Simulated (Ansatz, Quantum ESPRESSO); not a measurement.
# vacuum gap of 6.0 Å between two Pb(111) faces: ballistic transmission, part 3 of 4

Aim: the zero-bias transmission with pwcond for this junction: vacuum gap of 6.0 Å between two Pb(111) faces.

Quantum ESPRESSO 7.5; plane-wave DFT, PBE, GBRV ultrasoft pseudopotentials; cross-check by Ansatz 0.2.0 with PAW datasets.

So far. Step 2 (Ground state): The run needed 10 iterations to bring the estimated error under 1e-07 Ry; the largest force on any atom, held or free, is 0.24 eV/Å. Step 3 (Transmission with pwcond.x): At no point does T exceed the number of channels.

## 4. Transmission with pwcond.x, with epsproj = 0.01

Level of this step: transmission by pwcond, lead and junction from one cell; plane-wave DFT, PBE, GBRV ultrasoft pseudopotentials (Quantum ESPRESSO).

A sensitivity test on the input.

cond.w.in reads:

```
&inputcond
  outdir = './out'
  prefixt = 'scf'
  tran_file = 'cond.w.dat'
  bdl = 2.4494897422
  bds = 10.6683970559
  ikind = 1
  ewind = 4.0
  epsproj = 0.01
  nz1 = 7
  energy0 = 0.4
  denergy = -0.4
/
10
  0.00000000 0.00000000 0.01562500
  0.00000000 0.12500000 0.09375000
  0.00000000 0.25000000 0.09375000
  0.00000000 0.37500000 0.09375000
  0.00000000 0.50000000 0.04687500
  0.12500000 0.25000000 0.09375000
  0.12500000 0.37500000 0.18750000
  0.12500000 0.50000000 0.18750000
  0.25000000 0.50000000 0.09375000
  0.25000000 0.62500000 0.09375000
3
```

The run is started by

```sh
> OMP_NUM_THREADS=1 mpirun -n 4 pwcond.x -in cond.w.in > cond.w.out
```

Output:

```text
[banner, memory and clock lines left out]
Program PWCOND v.7.5 starts
[citation notice left out]

[...]
./out/scf.save/

[...]
negative rho (up, down):  1.962E-01 0.000E+00
     Reading collected, re-writing distributed wavefunctions

===== INPUT FILE containing all the regions =====

     GEOMETRY:

     lattice parameter (alat)  =       6.7213  a.u.
     the volume                =    2805.3391 (a.u.)^3
     the cross section         =      39.1232 (a.u.)^2
     l of the unit cell        =      10.6684 (alat)
     number of atoms/cell      =           12
     number of atomic types    =            1

     crystal axes: (cart. coord. in units of alat)
               a(1) = (  1.0000  0.0000  0.0000 )
               a(2) = (  0.5000  0.8660  0.0000 )
               a(3) = (  0.0000  0.0000 10.6684 )

   Cartesian axes

     site n.     atom                  positions (alat units)
          1        Pb     tau(  1)=(  0.0000  0.0000 10.6684  )
          2        Pb     tau(  2)=(  0.5000  0.2887  0.8165  )
          3        Pb     tau(  3)=(  1.0000  0.5774  1.6330  )
          4        Pb     tau(  4)=(  0.0000  0.0000  2.4495  )
          5        Pb     tau(  5)=(  0.5000  0.2887  3.2660  )
          6        Pb     tau(  6)=(  1.0000  0.5774  4.0825  )
          7        Pb     tau(  7)=(  0.0000  0.0000  5.7694  )
          8        Pb     tau(  8)=(  0.5000  0.2887  6.5859  )
          9        Pb     tau(  9)=(  1.0000  0.5774  7.4024  )
         10        Pb     tau( 10)=(  0.0000  0.0000  8.2189  )
         11        Pb     tau( 11)=(  0.5000  0.2887  9.0354  )
         12        Pb     tau( 12)=(  1.0000  0.5774  9.8519  )

     nr1s                      =           27
     nr2s                      =           27
     nr3s                      =          300
     nr1sx                     =           27
     nr2sx                     =           27
     nr3sx                     =          300
     nr1                       =           32
     nr2                       =           32
     nr3                       =          324
     nr1x                      =           32
     nr2x                      =           32
     nr3x                      =          324

 _______________________________
  Radii of nonlocal spheres:

     type       ibeta     ang. mom.          radius (alat units)
       Pb         1         0                    0.3458
       Pb         2         0                    0.3458
       Pb         3         1                    0.3458
       Pb         4         1                    0.3458
       Pb         5         2                    0.3458
       Pb         6         2                    0.3458
----- General information -----

--- T calc. with identical leads (ikind=1) ---

     nrx                       =           27
     nry                       =           27
     nz1                       =            7

     energy0               =         4.0E-01
     denergy               =        -4.0E-01
     nenergy               =          3
     ecut2d                =         4.0E+01
     ewind                 =         4.0E+00
     epsproj               =         1.0E-02

     number of k_|| points=   10
                       cryst. coord.
        k(    1) = (   0.0000000   0.0000000), wk =   0.0156250
        k(    2) = (   0.0000000   0.1250000), wk =   0.0937500
[...]
k(   10) = (   0.2500000   0.6250000), wk =   0.0937500
----- Information about left/right lead -----

     nocros                   =           18
     noins                    =           36
     norb                     =           72
     norbf                    =          180
     nrz                      =           69

      iorb      type   ibeta   ang. mom.   m       position (alat)
        1        1       1        0        1   taunew(   1)=(  0.0000  0.0000  0.0000)
        2        1       2        0        1   taunew(   2)=(  0.0000  0.0000  0.0000)
[...]
72        1       6        2        5   taunew(  72)=(  0.0000  0.0000  2.4495)
    k slab    z(k)  z(k+1)     crossing(iorb=1,norb)
    1   0.0000 0.0355 0.0355   111111111111111111000000000000000000000000000000000000000000000000000000
    2   0.0355 0.0710 0.0355   111111111111111111000000000000000000000000000000000000000000000000000000
[...]
69   2.4140 2.4495 0.0355   000000000000000000000000000000000000000000000000000000111111111111111111
----- Information about scattering region -----

     noins                    =          144
     norb                     =          180
     norbf                    =          180
     nrz                      =          231

      iorb      type   ibeta   ang. mom.   m       position (alat)
        1        1       1        0        1   taunew(   1)=(  0.0000  0.0000  0.0000)
        2        1       2        0        1   taunew(   2)=(  0.0000  0.0000  0.0000)
[...]
180        1       6        2        5   taunew( 180)=(  0.0000  0.0000  8.2189)
 ngper, shell number =          121          15
 ngper, n2d =          121          52
---  E-Ef =    0.4000000  k =    0.0000000   0.0000000
---  ie =          1  ik =          1
 Nchannels of the left tip =            1
 Right moving states:
   k1(2pi/a)   k2(2pi/a)   E-Ef (eV)
   0.2251551  -0.0000083   0.4000000
 Left moving states:
   k1(2pi/a)   k2(2pi/a)   E-Ef (eV)
  -0.2251551  -0.0000083   0.4000000

 to transmit
 Band j to band i transmissions and reflections:
    j         i     |T_ij|^2    |R_ij|^2

    1 -->     1     0.14029     0.85971
   Total T_j, R_j =    0.14029  0.85971

E-Ef(ev), T(x2 spins) =    0.4000000   0.2805844
---  E-Ef =    0.0000000  k =    0.0000000   0.0000000
---  ie =          2  ik =          1
 Nchannels of the left tip =            1
 Right moving states:
   k1(2pi/a)   k2(2pi/a)   E-Ef (eV)
   0.1811892  -0.0000082   0.0000000
 Left moving states:
   k1(2pi/a)   k2(2pi/a)   E-Ef (eV)
  -0.1811892  -0.0000082   0.0000000

 to transmit
 Band j to band i transmissions and reflections:
    j         i     |T_ij|^2    |R_ij|^2

    1 -->     1     0.11081     0.88919
   Total T_j, R_j =    0.11081  0.88919

E-Ef(ev), T(x2 spins) =    0.0000000   0.2216251
---  E-Ef =   -0.4000000  k =    0.0000000   0.0000000
---  ie =          3  ik =          1
 Nchannels of the left tip =            1
 Right moving states:
   k1(2pi/a)   k2(2pi/a)   E-Ef (eV)
   0.1361780  -0.0000082  -0.4000000
 Left moving states:
   k1(2pi/a)   k2(2pi/a)   E-Ef (eV)
  -0.1361781  -0.0000082  -0.4000000

 to transmit
 Band j to band i transmissions and reflections:
    j         i     |T_ij|^2    |R_ij|^2

    1 -->     1     0.08701     0.91299
   Total T_j, R_j =    0.08701  0.91299

E-Ef(ev), T(x2 spins) =   -0.4000000   0.1740200
 ngper, shell number =          121          63
 ngper, n2d =          121          49
[... further energies and points left out ...]
---  E-Ef =    0.4000000  k =    0.2500000   0.6250000
---  ie =          1  ik =         10
 Nchannels of the left tip =            1
 Right moving states:
   k1(2pi/a)   k2(2pi/a)   E-Ef (eV)
   0.2051634  -0.0000139   0.4000000
 Left moving states:
   k1(2pi/a)   k2(2pi/a)   E-Ef (eV)
  -0.2051656  -0.0000139   0.4000000

 to transmit
 Band j to band i transmissions and reflections:
    j         i     |T_ij|^2    |R_ij|^2

    1 -->     1     0.00228     0.99772
   Total T_j, R_j =    0.00228  0.99772

E-Ef(ev), T(x2 spins) =    0.4000000   0.0045516
---  E-Ef =    0.0000000  k =    0.2500000   0.6250000
---  ie =          2  ik =         10
 Nchannels of the left tip =            1
 Right moving states:
   k1(2pi/a)   k2(2pi/a)   E-Ef (eV)
   0.1080301  -0.0000139   0.0000000
 Left moving states:
   k1(2pi/a)   k2(2pi/a)   E-Ef (eV)
  -0.1080322  -0.0000139   0.0000000

 to transmit
 Band j to band i transmissions and reflections:
    j         i     |T_ij|^2    |R_ij|^2

    1 -->     1     0.00094     0.99906
   Total T_j, R_j =    0.00094  0.99906

E-Ef(ev), T(x2 spins) =    0.0000000   0.0018714
---  E-Ef =   -0.4000000  k =    0.2500000   0.6250000
---  ie =          3  ik =         10
 Nchannels of the left tip =            3
 Right moving states:
   k1(2pi/a)   k2(2pi/a)   E-Ef (eV)
   0.0023817  -0.0000138  -0.4000000
   0.4051504  -0.0000167  -0.4000000
   0.4596099  -0.0000122  -0.4000000
 Left moving states:
   k1(2pi/a)   k2(2pi/a)   E-Ef (eV)
  -0.0023832  -0.0000138  -0.4000000
  -0.4051231  -0.0000167  -0.4000000
  -0.4596357  -0.0000122  -0.4000000

 to transmit
 Band j to band i transmissions and reflections:
    j         i     |T_ij|^2    |R_ij|^2

    1 -->     1     0.00029     0.67104
    1 -->     2     0.00027     0.19292
    1 -->     3     0.00020     0.13528
   Total T_j, R_j =    0.00076  0.99924

    2 -->     1     0.00026     0.19296
    2 -->     2     0.00046     0.00491
    2 -->     3     0.00004     0.80137
   Total T_j, R_j =    0.00076  0.99924

    3 -->     1     0.00019     0.13524
    3 -->     2     0.00004     0.80141
    3 -->     3     0.00040     0.06271
   Total T_j, R_j =    0.00063  0.99937

E-Ef(ev), T(x2 spins) =   -0.4000000   0.0043138
   T_tot     0.40000      0.96184E-01
   T_tot     0.00000      0.72286E-01
   T_tot    -0.40000      0.56663E-01

[...]
```

The job ended after 25 s (4 MPI ranks of Arm Neoverse V2, shared host; peak memory 0.23 GiB).

The changed values were drawn from a wide range, not chosen for quality; the comparison shows what they did here together.

Beside the run it was changed from:

```tsv
quantity	this run	unchanged run	difference
transmission at the Fermi level, one spin	0.03614	0.03288	0.0033
lead channels at the Fermi level, one spin	1.141	1.234	-0.094
wall time (s)	25	97
```

Over all energies T moves by up to 0.0033, at 0 eV.

The physical values in this table move by up to 9.9 %.

(Continued in part 4 of 4.)

[Logs are printed without paths, hosts, clocks, repeated set-up lines and the standing remarks that a program may print on its own settings, such as how far it seeks lower states.]

[Hosts, paths, dates, database ids (printed as entryN), source tags and the programs' standing remarks are cut or masked in the printed files.]

[Maps of the electrostatic potential energy from Ansatz leave out the sawtooth potential of an applied field or a dipole correction, so their vacuum need not be flat; planar profiles and work functions include it.]
